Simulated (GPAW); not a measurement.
# Ti K ELNES/XANES of BaTiO3 (P4mm) from DFT, part 3 of 3

Aim: the near-edge shape at the Ti K edge of BaTiO3 (P4mm), and what the core hole does to it.

GPAW 26.7.0; X-ray absorption from dipole matrix elements to empty bands, plane-wave PAW LDA+U.

So far. Step 5 (Spectrum with FCH, Ti atom 2): Main maxima below 30 eV (height): 2.5 eV (0.24), 5.3 eV (0.63), 7.8 eV (0.22), 14.3 eV (2.65), 19.5 eV (2.26) and 26.2 eV (2.06). A K edge sees empty p states. The first eV above the zero hold little dipole weight, as the lowest empty bands are of d character; the main edge, of 4p character, rises through 0.6 near 12 eV above the zero.

The database entry behind the starting cell differs from later determinations by our own check (c/a about 0.6 % short), so it need not match the best structure at ambient conditions.

## Step 6: Excitation energy, Ti atom 2

Level of this step: plane-wave PAW DFT, LDA+U, self-consistent field (GPAW).

With the excited electron kept in the cell the system stays neutral, and the energy difference is an excitation energy by itself. In a small cell that electron takes up a good share of the lowest empty band, or all of one, which shifts the value from the true onset.

Changed against the first core-hole run: core hole to XCH, with the smearing that suits a partly filled band.

File scf.py:

```python
import numpy as np
from ase import Atoms
from ase.parallel import parprint, paropen
from gpaw import GPAW, PW, FermiDirac, Mixer, MixerDif, setup_paths
from gpaw.test import gen
setup_paths.insert(0, '.')
gen('Ti', name='fch1s', xcname='LDA', corehole=(1, 0, 1), write_xml=True)
from gpaw.mpi import world
world.barrier()

atoms = Atoms('Ba2Ti2O6',
    cell=[[-3.9998, 3.9998, 0],
     [-3.9998, -3.9998, 0],
     [3.9998, 0, 4.018]],
    scaled_positions=[[0, 0, 0],
     [0.5, 0.5, 0],
     [0.245, 0.745, 0.49],
     [0.745, 0.245, 0.49],
     [0.5085, 0.0085, 0.517],
     [0.0085, 0.5085, 0.517],
     [0.0085, 0.0085, 0.517],
     [0.5085, 0.5085, 0.517],
     [0.0095, 0.5095, 0.019],
     [0.5095, 0.0095, 0.019]],
    pbc=True)
atoms.calc = calc = GPAW(legacy_gpaw=True, mode=PW(500, force_complex_dtype=True), xc='LDA', setups={'Ti': ':d,2', 2: 'fch1s:d,2'},
    kpts={'size': (5, 5, 5), 'gamma': True}, occupations=FermiDirac(0.04),
    charge=-1, mixer=Mixer(0.05, 8, 50), maxiter=150,
    convergence={'density': 0.0001, 'eigenstates': 1e-6}, txt='scf.txt')
energy = atoms.get_potential_energy() + calc.get_reference_energy()
ef = calc.get_fermi_level()
out = dict(energy=energy, fermi=ef, forces=atoms.get_forces().tolist())
parprint(f'all-electron energy {energy:.4f} eV, Fermi level {ef:.4f} eV')
ev = np.array([[calc.get_eigenvalues(k, s) for k in range(len(calc.get_ibz_k_points()))] for s in range(calc.get_number_of_spins())])
out['homo'], out['lumo'], out['counts'] = ev[ev < ef].max(), ev[ev > ef].min(), sorted(set((ev < ef).sum((0, 2)).tolist()))
out['filled'] = (ev[:, 0] < ef).sum(1).tolist()
import json
with paropen('out.json', 'w') as f:
    json.dump(out, f)
```

The run is started by

```console
> OMP_NUM_THREADS=1 mpirun -n 4 gpaw python scf.py
```

Numbers of over 12 decimals in the logs are rounded to 6 here.

The log of the run:

```text
Input parameters:
  charge: -1
  convergence: {density: 0.0001,
                eigenstates: 1e-06}
  kpts: {gamma: True,
         size: (5, 5, 5)}
  maxiter: 150
  mixer: {backend: pulay,
          beta: 0.05,
          method: separate,
          nmaxold: 8,
          weight: 50}
  mode: {ecut: 500.0,
         force_complex_dtype: True,
         name: pw}
  occupations: {fixmagmom: False,
[...]
4s(2) :    -0.460559     1.020774
3p(6) :    -2.108060     0.336604
4p(0) :    -0.300118     0.967107
3d(2) :    -0.666650     0.421304
*d    :     0.333350
--------------------------------

Diagonalizing with gridspacing h=0.050

state   all-electron     PAW
-------------------------------
3s:      -2.983269    -2.983558
3p:      -2.108060    -2.108705
3d:      -0.666650    -0.667242
*f:                   -0.026873
-------------------------------
all-electron energy -495840.8806 eV, Fermi level 8.9798 eV
[key lines of the parts left out:]
Converged after 21 iterations.
Dipole moment: (3.797334, 0.184171, -5.424608) |e|*Ang
Free energy:    -92.338426
Fermi level: 8.97978
```

It took 36 s on 4 MPI ranks of Intel Xeon Platinum 8488C (Sapphire Rapids), shared host; peak memory 0.27 GiB.

The total-energy difference is 4972.05 eV. With the free-atom term of -22.68 eV for this edge, the photon energy is 4949.37 eV.

## Step 7: With and without the hole

Both curves are counted from their own zero, so only the shift of weight within the empty states shows.

| E (eV) | no hole | FCH |
| --- | --- | --- |
| -2.0 | 0.00 | 0.00 |
| -1.0 | 0.00 | 0.00 |
| 0.0 | 0.01 | 0.01 |
| 1.0 | 0.04 | 0.01 |
| 2.0 | 0.10 | 0.14 |
| 3.0 | 0.36 | 0.17 |
| 4.0 | 0.41 | 0.03 |
| 5.0 | 0.46 | 0.55 |
| 6.0 | 0.19 | 0.31 |
| 7.0 | 0.15 | 0.17 |
| 8.0 | 0.11 | 0.21 |
| 9.0 | 0.11 | 0.18 |
| 10.0 | 0.26 | 0.16 |
| 11.0 | 0.95 | 0.28 |
| 12.0 | 1.94 | 0.86 |
| 13.0 | 2.15 | 2.03 |
| 14.0 | 2.02 | 2.63 |
| 15.0 | 1.91 | 2.57 |
| 16.0 | 1.81 | 2.32 |
| 17.0 | 1.93 | 2.03 |
| 18.0 | 2.12 | 2.00 |
| 19.0 | 2.03 | 2.22 |
| 20.0 | 1.79 | 2.22 |
| 21.0 | 1.69 | 1.95 |
| 22.0 | 1.83 | 1.75 |
| 23.0 | 1.98 | 1.76 |
| 24.0 | 2.04 | 1.88 |
| 25.0 | 2.11 | 2.00 |
| 26.0 | 2.12 | 2.06 |
| 27.0 | 1.95 | 2.02 |
| 28.0 | 1.67 | 1.84 |
| 29.0 | 1.46 | 1.56 |
| 30.0 | 1.39 | 1.34 |
| 31.0 | 1.39 | 1.24 |
| 32.0 | 1.36 | 1.22 |

With each curve scaled to its own mean, the area from −2 to 6 eV with the hole is 1.1 against 1.5, and the centre of weight from −1 to 20 eV moves by +0.6 eV (first and strongest maxima below 20 eV: 4.8 eV (0.48), 12.7 eV (2.17) and 18.2 eV (2.13) without the hole, 2.5 eV (0.24), 5.3 eV (0.63), 14.3 eV (2.65) and 19.5 eV (2.26) with it): the weight at the onset falls. The hole also narrows the gap from 2.0 to 0.8 eV by pulling down the level that sets the zero, so features seem to sit higher above it.

## Step 8: Against the measurement

Features are paired by their description (first, strongest, rising edge, steepest rise) or, failing that, by nearness after a common offset; their character isn't checked. The paper's energy calibration isn't stated.

GPAW LDA (Gaussian full width 0.94 eV up to 4 eV, rising linearly to 3.5 eV at 25 eV):

| measured feature | measured (eV) | computed feature | computed (eV) | difference (eV) | difference less the mean (eV) |
| --- | --- | --- | --- | --- | --- |
| Ti K-edge pre-edge t2g peak (1s to 3d) | 4967 | nearest maximum | 4951.2 | -15.8 | +0.1 |
| Ti K-edge pre-edge eg peak (1s to 3d) | 4969 | nearest maximum | 4954.0 | -15.0 | +0.9 |
| Ti K-edge main peak (1s to 4p) | 4985 | nearest maximum | 4968.2 | -16.8 | -0.9 |

## Step 9: What came out

```json
{
  "absorber and edge": "Ti K, atom 2 of the ground-state input (counted from 1)",
  "surroundings": "1 O at 1.89 Å, 4 O at 2.00 Å and 1 O at 2.13 Å (distorted octahedral, site symmetry 4mm)",
  "highest intensity below 24 eV": "14.3 eV above the zero, height 2.65",
  "photon energy of the zero, with the added terms": "4948.7 eV (raw 4971.4 eV; LDA puts this hole about 13 eV below PBE, itself good to a few eV)"
}
```

What this shows: GPAW LDA lies 15.9 eV below the measured energies on average, of which about 13 eV is this functional's underpricing of the hole against PBE in the free atom; the paired features span 17.0 eV against 18.0 eV measured. The measured main peak is paired by position; the computed curve is highest at another feature, 14.3 eV above its zero. Energy scales of different experiments differ by up to about 1 eV. The Ti K edge of atom 2, with 1 O at 1.89 Å, 4 O at 2.00 Å and 1 O at 2.13 Å (distorted octahedral, site symmetry 4mm), has its highest intensity of the first 24 eV at 14.3 eV above the zero, near 4963 eV in photon energy (LDA puts this hole about 13 eV below PBE, itself good to a few eV), 2.6 times the mean level of the first 20 eV (Gaussian full width 0.94 eV up to 4 eV, rising linearly to 3.5 eV at 25 eV). With each curve scaled to its own mean, the area from −2 to 6 eV with the hole is 1.1 against 1.5, and the centre of weight from −1 to 20 eV moves by +0.6 eV (first and strongest maxima below 20 eV: 4.8 eV (0.48), 12.7 eV (2.17) and 18.2 eV (2.13) without the hole, 2.5 eV (0.24), 5.3 eV (0.63), 14.3 eV (2.65) and 19.5 eV (2.26) with it): the weight at the onset falls. The hole also narrows the gap from 2.0 to 0.8 eV by pulling down the level that sets the zero, so features seem to sit higher above it. The neutral-cell energy lies +0.7 eV from the charged-cell zero, a gap made of the charged-cell error and of where the added electron settles. At the Ti K edge of atom 2 polarisation matters most near 2.4 eV, where the curves differ by 0.4 on this scale. The strongest dipole feature below the main edge lies at 5.3 eV (height 0.63); the site lacks an inversion centre, which allows local p–d mixing besides the mixing with the neighbours' empty states; the run doesn't separate the two. The same cell was also set up in Quantum ESPRESSO; that part failed, was judged unsound or used a data set known to give false states; its runs are listed without their results. Quadrupole 1s→3d transitions, which feed the pre-edge, are not in the dipole spectrum. The holes are only 5.7 Å apart, so the shape is probably not converged with cell size; no larger cell was run here. The mesh is coarse (0.26 Å⁻¹ between points), so small maxima may be mesh ripples. Lifetime broadening is put in by hand, and intensities beyond about 20 eV depend on it and on the partial waves. The structure is a published determination, not relaxed.

[Banner, clock and machine lines of the logs are left out without a mark of their own.]

[Logs are printed without paths, hosts, clocks, repeated set-up lines and the standing remarks that a program may print on its own settings, such as how far it seeks lower states.]

[Hosts, paths, dates, database ids (printed as entryN), source tags and the programs' standing remarks are cut or masked in the printed files.]

[Lists of maxima count a maximum above −3 eV only where it reaches 4 % of the highest in the window and stands out from its surroundings by 2 % of it (1.5 % where it reaches 55 %); shoulders and weaker maxima are passed over, and of the rest the first, up to two pre-edge ones and the few strongest are named.]
